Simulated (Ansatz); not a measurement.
# Sc on Pd(111): change of the work function, part 2 of 4

How does one ordered layer of Sc (fcc site) change the work function of Pd(111), and what dipole does each adsorbate carry?

Ansatz 0.2.0; plane-wave DFT, RPBE, Ansatz PAW (the session's first sound run).

So far, work function, upper face (eV): step 2 (the clean slab) 5.10.

## 3. The covered slab

System of this step: Sc/Pd(111). The cell holds 17 atoms: 16 Pd and 1 Sc. Cell: a = 5.501 Å, b = 5.501 Å, c = 27.759 Å, α = 90.0°, β = 90.0°, γ = 60.0°. Vacuum lies along c.

The clean slab as it ended is repeated in the plane and the adsorbate is set on one face; the cell's size fixes the coverage, and the k-mesh shrinks with it to keep the sampling density about even. Adsorbate and upper layers relax, since the dipole depends on the height.

The input, input.yaml:

```yaml
crystal:
  lattice:
    - [5.5012907577, 0.0, 0.0]
    - [2.7506453788, 4.7642575497, 0.0]
    - [0.0, 0.0, 27.7587555801]
  atoms:
    - { symbol: Pd, position: [0.0, 0.0, 0.324222027] }
    - { symbol: Pd, position: [0.1666666667, 0.1666666667, 0.4051295641] }
    - { symbol: Pd, position: [0.3333333333, 0.3333333333, 0.4893477311] }
    - { symbol: Pd, position: [0.0, 0.0, 0.5738544887] }
    - { symbol: Pd, position: [0.0, 0.5, 0.324222027] }
    - { symbol: Pd, position: [0.1666666667, 0.6666666667, 0.4051295641] }
    - { symbol: Pd, position: [0.3333333333, 0.8333333333, 0.4893477311] }
    - { symbol: Pd, position: [0.0, 0.5, 0.5738544887] }
    - { symbol: Pd, position: [0.5, 0.0, 0.324222027] }
    - { symbol: Pd, position: [0.6666666667, 0.1666666667, 0.4051295641] }
    - { symbol: Pd, position: [0.8333333333, 0.3333333333, 0.4893477311] }
    - { symbol: Pd, position: [0.5, 0.0, 0.5738544887] }
    - { symbol: Pd, position: [0.5, 0.5, 0.324222027] }
    - { symbol: Pd, position: [0.6666666667, 0.6666666667, 0.4051295641] }
    - { symbol: Pd, position: [0.8333333333, 0.8333333333, 0.4893477311] }
    - { symbol: Pd, position: [0.5, 0.5, 0.5738544887] }
    - { symbol: Sc, position: [0.1666666667, 0.1666666667, 0.675777973] }
kpoints:
  mp_grid: { grid: [6, 6, 1] }
hamiltonian:
  xc: rpbe
scf:
  occupations: { method: fermi_dirac, width: 0.1 }
  convergence: { dr2_threshold: 1.0e-08 }
efield:
  axis: 3
  dipole_correction: true
  ramp_position: 0.97
  ramp_width: 0.06
relax:
  f_tol: 0.02
  max_steps: 60
  constraints: [{ sites: [0, 1, 4, 5, 8, 9, 12, 13] }]
output:
  bader: true
  dos: { projected: true, e_range: [-8, 4] }
  write_potential: true
  write_density: true
  volumetric_format: npy
  elf: true
```

Launch:

```bash
$ ansatz run input.yaml --threads 4 --pin off --max-ram 6144MiB --backend cpu --events-out ev --progress --plain --runs-dir out
```

Numbers of over 12 decimals in the logs are rounded to 6 here.

Output:

```text
[...]
Crystal: 17 atoms, lattice volume = 727.545 Å³
Basis set: ecut = 420 eV, 14163 PW (Γ), exchange–correlation on 80×80×384 points (8 copies of the dense FFT grid, shifted against one another)
Bands: 180, of which v1, the nominal top of the filled ones, is band 150 counted from 1 (149 counted from 0)
Symmetry: 6 space group operations
[...]
k-points: 7 of 36 (time reversal used)
[...]
SCF iter   1: F=—  HF=-113825.067633 eV  |F-HF|=—  |Δ(HF+E_count)|=         —  Δρ=9.68e-3  dr2=6.57e0  ethr=1.77e-3  p=0.319 e·Å  D=7.93e-2 V/Å  ΔV_dip=-2.20 eV  dr2_dipole=5.26e-1  V_vac-E_F(+/−)=2.64/4.84 eV  ⟨swp⟩=6.7  Hψ=4790  notcnv=0  defer=31
[...]
SCF iter  14: F=-113824.982488 eV  HF=-113824.982488 eV  |F-HF|=1.22e-9  |Δ(HF+E_count)|=   1.80e-8  Δρ=5.15e-7  dr2=4.11e-9  ethr=3.34e-12  p=0.285 e·Å  D=7.08e-2 V/Å  ΔV_dip=-1.97 eV  dr2_dipole=9.74e-11  V_vac-E_F(+/−)=3.08/5.05 eV  ⟨swp⟩=13.1  Hψ=8677  notcnv=0
SCF 1 converged in 14 iterations: F = -113824.982488 eV  dr2 = 4.11e-9
[...]
relax step   1: F+E_penalty+E_count = -113824.98248768 eV  Δ(F+E_penalty+E_count) = +0.000e0 eV  max|allowed force component| = 2.739e0 eV/Å  Δτ_max = 0.0000 Å  (14 SCF iters, accepted)
[...]
SCF iter  12: F=-113825.678424 eV  HF=-113825.678424 eV  |F-HF|=1.05e-9  |Δ(HF+E_count)|=   3.11e-8  Δρ=7.70e-7  dr2=8.97e-9  ethr=3.34e-12  p=0.306 e·Å  D=7.61e-2 V/Å  ΔV_dip=-2.11 eV  dr2_dipole=1.66e-9  V_vac-E_F(+/−)=2.93/5.05 eV  ⟨swp⟩=12.4  Hψ=9045  notcnv=0
SCF 2 converged in 12 iterations: F = -113825.678424 eV  dr2 = 8.97e-9
relax step   2: F+E_penalty+E_count = -113825.67842367 eV  Δ(F+E_penalty+E_count) = -6.959e-1 eV  max|allowed force component| = 3.082e0 eV/Å  Δτ_max = 0.1949 Å  (12 SCF iters, accepted)
SCF iter   1: F=—  HF=-113826.434513 eV  |F-HF|=—  |Δ(HF+E_count)|=         —  Δρ=4.41e-3  dr2=2.24e-1  ethr=2.32e-3  p=0.306 e·Å  D=7.61e-2 V/Å  ΔV_dip=-2.11 eV  dr2_dipole=6.57e-2  V_vac-E_F(+/−)=2.94/5.05 eV  ⟨swp⟩=4.0  Hψ=2883  notcnv=0  defer=43
[...]
SCF iter  12: F=-113826.422872 eV  HF=-113826.422872 eV  |F-HF|=5.15e-8  |Δ(HF+E_count)|=   8.16e-9  Δρ=8.43e-7  dr2=7.82e-9  ethr=3.34e-12  p=0.336 e·Å  D=8.36e-2 V/Å  ΔV_dip=-2.32 eV  dr2_dipole=8.26e-10  V_vac-E_F(+/−)=2.73/5.05 eV  ⟨swp⟩=12.0  Hψ=8965  notcnv=0
SCF 3 converged in 12 iterations: F = -113826.422872 eV  dr2 = 7.82e-9
[...]
relax step   3: F+E_penalty+E_count = -113826.42287172 eV  Δ(F+E_penalty+E_count) = -7.444e-1 eV  max|allowed force component| = 3.073e0 eV/Å  Δτ_max = 0.1950 Å  (12 SCF iters, accepted)
[...]
relax step   4: F+E_penalty+E_count = -113827.04450794 eV  Δ(F+E_penalty+E_count) = -6.216e-1 eV  max|allowed force component| = 2.350e0 eV/Å  Δτ_max = 0.1920 Å  (12 SCF iters, accepted)
[...]
relax step   5: F+E_penalty+E_count = -113827.40598419 eV  Δ(F+E_penalty+E_count) = -3.615e-1 eV  max|allowed force component| = 6.904e-1 eV/Å  Δτ_max = 0.2000 Å  (12 SCF iters, accepted)
[...]
relax step   6: F+E_penalty+E_count = -113827.49968797 eV  Δ(F+E_penalty+E_count) = -9.370e-2 eV  max|allowed force component| = 1.947e-1 eV/Å  Δτ_max = 0.2000 Å  (13 SCF iters, accepted)
[...]
relax step   7: F+E_penalty+E_count = -113827.51599579 eV  Δ(F+E_penalty+E_count) = -1.631e-2 eV  max|allowed force component| = 5.528e-2 eV/Å  Δτ_max = 0.1109 Å  (12 SCF iters, accepted)
[...]
relax step   8: F+E_penalty+E_count = -113827.51825063 eV  Δ(F+E_penalty+E_count) = -2.255e-3 eV  max|allowed force component| = 1.254e-2 eV/Å  Δτ_max = 0.0702 Å  (11 SCF iters, accepted)
SCF iter   1: F=—  HF=-113827.517812 eV  |F-HF|=—  |Δ(HF+E_count)|=         —  Δρ=4.65e-4  dr2=2.21e-3  ethr=6.22e-6  p=0.402 e·Å  D=1.00e-1 V/Å  ΔV_dip=-2.78 eV  dr2_dipole=3.17e-4  V_vac-E_F(+/−)=2.27/5.04 eV  ⟨swp⟩=2.1  Hψ=2290  notcnv=0  defer=58
[...]
SCF iter   8: F=-113827.518367 eV  HF=-113827.518367 eV  |F-HF|=1.37e-8  |Δ(HF+E_count)|=   7.27e-8  Δρ=7.35e-7  dr2=9.10e-9  ethr=3.34e-12  p=0.402 e·Å  D=9.99e-2 V/Å  ΔV_dip=-2.77 eV  dr2_dipole=1.74e-9  V_vac-E_F(+/−)=2.27/5.04 eV  ⟨swp⟩=10.4  Hψ=8976  notcnv=0
SCF 9 converged in 8 iterations: F = -113827.518367 eV  dr2 = 9.10e-9
relax step   9: F+E_penalty+E_count = -113827.51836748 eV  Δ(F+E_penalty+E_count) = -1.168e-4 eV  max|allowed force component| = 2.036e-3 eV/Å  Δτ_max = 0.0172 Å  (8 SCF iters, accepted)
NSCF: frozen V_eff on 7 k-points
[...]
SCF converged after 8 iterations
Free energy (F): -113827.518367 eV
[...]
Internal energy: -113826.613010 eV  (E = F + TS)
E sigma→0 (E₀):  -113827.065689 eV
Entropy (-TS):   -0.905357 eV (-53.256 meV/atom)
Fermi energy:    4.491170 eV
Dipole field:    D = 0.099902 V/Å  (p = 0.401673 e·Å, saw-weighted, corrected)
Work function:   Φ+ = 2.2713 eV   Φ− = 5.0445 eV
[...]
--- Forces (eV/Å), atoms counted from 1 ---
  atom   1  Pd     0.01147449     0.00662480    -0.50641293
  atom   2  Pd     0.00000000     0.00000000     0.62731119
  atom   3  Pd     0.00054042     0.00031201     0.00118812
  atom   4  Pd     0.00176318     0.00101797    -0.00016884
  atom   5  Pd     0.00000000    -0.01324960    -0.50641293
  atom   6  Pd     0.05215195    -0.03010995     0.46140449
  atom   7  Pd     0.00000000    -0.00062403     0.00118812
  atom   8  Pd     0.00000000    -0.00203594    -0.00016884
  atom   9  Pd    -0.01147449     0.00662480    -0.50641293
  atom  10  Pd    -0.00000000     0.06021989     0.46140449
  atom  11  Pd    -0.00054042     0.00031201     0.00118812
  atom  12  Pd    -0.00176318     0.00101797    -0.00016884
  atom  13  Pd    -0.00000000    -0.00000000    -0.49557526
  atom  14  Pd    -0.05215195    -0.03010995     0.46140449
  atom  15  Pd    -0.00000000    -0.00000000    -0.00120239
  atom  16  Pd     0.00000000     0.00000000     0.00030323
  atom  17  Sc    -0.00000000     0.00000000     0.00115566
  max |Σ_I F_I| component: 2.49e-5 eV/Å
--- Band table (eV; the first three rows and the last of 7) ---
  k-point 0: bands = [... 146 lower, 4.7175, 4.7175, 4.7326, 4.8306, 4.8306, 4.8351, 5.1441, 5.4757, ... 26 higher]
  k-point 1: bands = [... 146 lower, 4.4621, 4.5430, 4.5511, 4.6278, 4.6354, 4.6379, 4.9890, 5.4229, ... 26 higher]
  k-point 2: bands = [... 146 lower, 4.2167, 4.3488, 4.3498, 4.3654, 4.3994, 4.5928, 4.6204, 5.2125, ... 26 higher]
  k-point 6: bands = [... 146 lower, 4.2132, 4.2185, 4.2536, 4.2572, 4.2833, 4.3307, 4.3314, 4.3422, ... 26 higher]
--- Relaxed structure (9 steps of the walk, 9 accepted, 0 SCFs on fresh bases) ---
  F+E_penalty+E_count = -113827.51836748 eV   max|allowed force component| = 2.036e-3 eV/Å
  atoms:
    - { symbol: Pd, position: [-1.7959490104491818e-17, -1.7959490104491818e-17, 0.324222] }
    - { symbol: Pd, position: [0.166667, 0.166667, 0.405130] }
    - { symbol: Pd, position: [0.334534, 0.334534, 0.490583] }
    - { symbol: Pd, position: [-0.00384306, -0.00384306, 0.575008] }
    - { symbol: Pd, position: [0.0, 0.500000, 0.324222] }
    - { symbol: Pd, position: [0.166667, 0.666667, 0.405130] }
    - { symbol: Pd, position: [0.334534, 0.830932, 0.490583] }
    - { symbol: Pd, position: [-0.00384306, 0.507686, 0.575008] }
    - { symbol: Pd, position: [0.500000, -1.7959490104087922e-17, 0.324222] }
    - { symbol: Pd, position: [0.666667, 0.166667, 0.405130] }
    - { symbol: Pd, position: [0.830932, 0.334534, 0.490583] }
    - { symbol: Pd, position: [0.507686, -0.00384306, 0.575008] }
    - { symbol: Pd, position: [0.5, 0.500000, 0.324222] }
    - { symbol: Pd, position: [0.666667, 0.666667, 0.405130] }
    - { symbol: Pd, position: [0.833333, 0.833333, 0.488170] }
    - { symbol: Pd, position: [0.5, 0.500000, 0.585682] }
    - { symbol: Sc, position: [0.166667, 0.166667, 0.640319] }
--- Bader charges: 17 sites ---
  site symbol  charge [e]  shift [e]
     0     Pd     -0.0261     0.0000
     1     Pd      0.0333     0.0000
     2     Pd     -0.0059     0.0000
     3     Pd     -0.3286     0.0001
     4     Pd     -0.0261     0.0000
     5     Pd      0.0291     0.0000
     6     Pd     -0.0059     0.0000
     7     Pd     -0.3286     0.0001
     8     Pd     -0.0261     0.0000
     9     Pd      0.0291     0.0000
    10     Pd     -0.0059     0.0000
    11     Pd     -0.3286     0.0001
    12     Pd     -0.0242     0.0000
    13     Pd      0.0291     0.0000
    14     Pd     -0.0419     0.0000
    15     Pd     -0.2433     0.0000
    16     Sc      1.2708     0.0004
  estimated error of the sums over rays = 3.1e-4 e
```

Run time: 2.7 min. Hardware: 4 threads of Intel Xeon Platinum 8559C (Emerald Rapids), shared host; peak memory 3.2 GiB; 11 min of CPU time.

Relaxation path:

```tsv
step	energy less that of the first step (eV)	largest force component (eV/Å)
1	0.0000	2.7389
2	-0.6959	3.0820
3	-1.4404	3.0730
4	-2.0620	2.3502
5	-2.4235	0.6904
6	-2.5172	0.1947
7	-2.5335	0.0553
8	-2.5358	0.0125
9	-2.5359	0.0020
```

The run keeps the 6 symmetry operations that it works with, so distortions that break them were not tested.

The atoms that moved most (Å):

```tsv
atom	dx	dy	dz	length
Sc17	0.000	0.000	-0.984	0.984
Pd16	0.000	0.000	0.328	0.328
Pd4	-0.032	-0.018	0.032	0.049
Pd8	0.000	0.037	0.032	0.049
Pd12	0.032	-0.018	0.032	0.049
Pd11	-0.010	0.006	0.034	0.036
Pd7	0.000	-0.011	0.034	0.036
Pd3	0.010	0.006	0.034	0.036
```

This step gave:

```yaml
energy_at_zero_smearing: -113827.0657 eV
work_function_upper_face: 2.271 eV
work_function_lower_face: 5.044 eV
dipole_along_the_normal: 0.4017 e·Å
step_between_the_vacuum_levels: -2.773 eV
```

Running mean over 2.246 Å of the planar mean; the ramp of the sawtooth is left out. Electron's electrostatic potential energy less the Fermi level against z:

```tsv
z (Å)	electron's electrostatic potential energy less the Fermi level (eV)
4	5.04
5	5.04
6	4.99
7	4.18
8	-3.24
9	-8.33
10	-8.54
11	-8.59
12	-7.84
13	-8.00
14	-8.15
15	-6.90
16	-8.75
17	-6.61
18	-0.907
19	0.748
20	1.98
21	2.21
22	2.26
23	2.27
24	2.27
```

The density of states has structure finer than the step of the table below, so its rows give means over 0.25 eV, whole bins alone (the curve runs from -8 to 1.98 eV). Peaks (eV: height): -3.280: 71.5, -2.830: 72.6, -2.590: 59.2, -2.200: 90.2, -1.530: 71.1, -1.020: 52.6, -0.240: 60.0.

Table of density of states by energy, zero at the Fermi level; means over each step:

energy (eV), density of states (states/eV a cell) and a bar:
```
    -6.75        0.0 
    -6.50        0.1 
    -6.25        1.0 #
    -6.00        1.0 #
    -5.75        1.1 #
    -5.50        2.1 #
    -5.25        2.7 ##
    -5.00        5.1 ###
    -4.75       15.3 ##########
    -4.50       28.8 ###################
    -4.25       37.0 ########################
    -4.00       31.4 ####################
    -3.75       28.6 ###################
    -3.50       21.5 ##############
    -3.25       32.2 #####################
    -3.00       30.5 ####################
    -2.75       39.8 ##########################
    -2.50       38.2 #########################
    -2.25       46.2 ##############################
    -2.00       33.8 ######################
    -1.75       32.7 #####################
    -1.50       37.0 ########################
    -1.25       34.8 #######################
    -1.00       40.9 ###########################
    -0.75       32.3 #####################
    -0.50       33.1 ######################
    -0.25       42.1 ###########################
     0.00       27.1 ##################
     0.25        9.7 ######
     0.50        4.6 ###
     0.75        8.0 #####
     1.00        9.1 ######
     1.25       10.0 ######
     1.50       11.5 #######
     1.75       16.2 ###########
```

Projected DOS per atom over height of the atomic layer and energy from the Fermi level. Layers: Pd4 Pd4 Pd4 Pd4 Sc from below.

Values in states/eV, 22 rows by 5 columns, each cell a mean:
```
0.0 0.0 0.1 0.4 8.5
0.1 0.1 0.1 0.2 4.3
0.1 0.1 0.1 0.2 1.7
0.3 0.2 0.2 0.1 0.7
2.2 2.4 1.9 0.8 0.6
2.2 2.1 2.0 1.4 0.6
2.5 1.7 2.3 2.2 0.7
1.9 1.3 2.2 1.9 0.6
2.3 1.6 1.6 2.0 0.6
2.8 2.3 2.3 2.5 0.8
2.1 2.4 1.9 2.5 0.9
1.2 1.2 1.9 2.1 0.6
1.5 1.6 1.5 2.0 0.3
1.8 2.8 2.1 1.8 0.4
0.7 1.8 1.4 1.2 0.4
0.1 0.2 0.2 0.3 0.3
0.0 0.0 0.0 0.1 0.2
0.0 0.0 0.0 0.0 0.1
0.0 0.0 0.0 0.0 0.0
0.0 0.0 0.0 0.0 0.0
0.0 0.0 0.0 0.0 0.0
0.0 0.0 0.0 0.0 0.0
```
Columns: height of the atomic layer (Å) from 9 to 17.8 (not evenly spaced); rows upwards: energy from the Fermi level (eV) from -7.96 to 1.95.

Valence density in the ca plane at fractional y = 0.167, with atoms of Pd and Sc within 0.2 Å of it. It is the smooth field of the valence electrons, not physical close to the nuclei.

Values in e/Å³, 8 rows by 16 columns, each cell a mean:
```
 1  0  0  0  1  1  1  1  0  0  0  0  0  0  0  0
 0  1  3  0  1  0  0  0  0  0  0  0  0  0  0  0
 0  3 11  1  0  0  0  0  0  0  0  0  0  0  0  0
 0  1  4  0  0  0  0  0  0  0  0  0  0  0  0  0
 1  0  0  0  1  1  1  1  0  0  0  0  0  0  0  0
 0  1  3  0  1  0  0  0  1  1  0  0  0  0  0  0
 0  3 11  1  0  0  0  0  5  3  0  0  0  0  0  0
 0  1  4  0  0  0  0  0  2  1  0  0  0  0  0  0
```
Columns run along c (16.0 Å, from fractional 0.32 to 0.90 of the cell), rows up along a (5.5 Å). Atoms in or near the plane, at fractional coordinates: Pd at (0.41, 0.17), Pd at (0.41, 0.67), Sc at (0.64, 0.17).

ELF in the ca plane at fractional y = 0.167, with atoms of Pd and Sc within 0.2 Å of it. It is the smooth field of the valence electrons, not physical close to the nuclei.

Ten even steps from '0' (0.00) to '9' (0.72), each cell a mean:
```
54322222222455422345443210001222100000000000
54322222222455422345434321111211000000000000
33223555322344322234333332221110000000000000
22225767522222222222223322211000000000000000
33236646632222222223332222111000000000000000
22235656522222222222222222111000000000000000
32224666422233222223323333211100000000000000
54222333222344322345433432111111000000000000
54322222222455422345544210011221100000000000
43222343222344322234443232101222210000000000
32224666422233222223333799510123211000000000
22235656622222222223326858920123321000000000
23236646632222222223327727920123321000000000
22225767522222222223325989710123211000000000
43223454322333322233332466300123210000000000
```
Columns run along c (16.0 Å, from fractional 0.32 to 0.90 of the cell), rows up along a (5.5 Å). Atoms in or near the plane, at fractional coordinates: Pd at (0.41, 0.17), Pd at (0.41, 0.67), Sc at (0.64, 0.17).

Electrostatic potential energy in the ca plane at fractional y = 0.167, with atoms of Pd and Sc within 0.2 Å of it. With pseudopotentials it is smooth inside the atoms' cores, unlike the true potential.

Ten even steps from '0' (-44 eV) to '9' (8 eV), each cell a mean:
```
46899989999755799865688888899999999999999999
56899889999755799865689999999999999999999999
78998546899877899987899999999999999999999999
89985101589999999999999999999999999999999999
99983000389999999999999999999999999999999999
99984000489999999999999999999999999999999999
88997313799988999988899999999999999999999999
57899878999866799866789999999999999999999999
46899999999754789865689988999999999999999999
67899778999866799876788777889999999999999999
88997323799988999988886424689999999999999999
99984000489999999999984000478999999999999999
99983000389999999999974000478999999999999999
89985101589999999999885101578999999999999999
78998646899877899987787656789999999999999999
```
Columns run along c (16.0 Å, from fractional 0.32 to 0.90 of the cell; values clipped at the 3rd and 97th percentile), rows up along a (5.5 Å). Atoms in or near the plane, at fractional coordinates: Pd at (0.41, 0.17), Pd at (0.41, 0.67), Sc at (0.64, 0.17).

The relaxation took 9 steps and lowered the energy by 2.5 eV; the largest force on the free atoms ends at 0.0020 eV/Å.

By hand: a sheet of dipoles makes a step −p/(ε₀A) in the electron's potential. With e/ε₀ = 180.95 V·Å, p = 0.4017 e·Å and A = 26.21 Å², that is −180.95 × (0.4017) / 26.21 = -2.773 eV, and the two vacuum levels of the run differ by -2.773 eV.

The covered face has 2.27 eV, -2.82 eV against the clean one; the bare back face has moved by -0.02 eV, a measure of how thin the slab is.

## 4. Work function against coverage

This step: plane-wave DFT, RPBE, Ansatz PAW; work function against coverage (Ansatz 0.2.0).

The runs are now put side by side.

This step gave:

```yaml
work_function_of_the_clean_face: 5.096 eV
largest_change_of_the_work_function: -2.824 eV
```

The work function of the covered face by coverage:

```tsv
coverage (adsorbates/nm²)	work function of the covered face (eV)
0.00	5.10
3.82	2.27
```

The dipole per adsorbate comes from the change of the cell's dipole. Coverage, by row:

```tsv
coverage (1/nm²)	coverage (ML)	work function (eV)	change (eV)	dipole per adsorbate, positive end outwards (debye)	mean height of the added atoms over the highest substrate atom (Å)
3.815	0.25	2.271	-2.824	1.953	1.517
```

(Continued in part 3 of 4.)

[Logs are printed without paths, hosts, clocks, repeated set-up lines and the standing remarks that a program may print on its own settings, such as how far it seeks lower states.]

[Hosts, paths, dates, database ids (printed as entryN), source tags and the programs' standing remarks are cut or masked in the printed files.]

[Maps of the electrostatic potential energy from Ansatz leave out the sawtooth potential of an applied field or a dipole correction, so their vacuum need not be flat; planar profiles and work functions include it.]

[The density of states shown here was stored with 400 of the rows of the run's finer table, so its peaks can read low, often by over a quarter, or be missed, and its means over a window can be off by a tenth or more.]
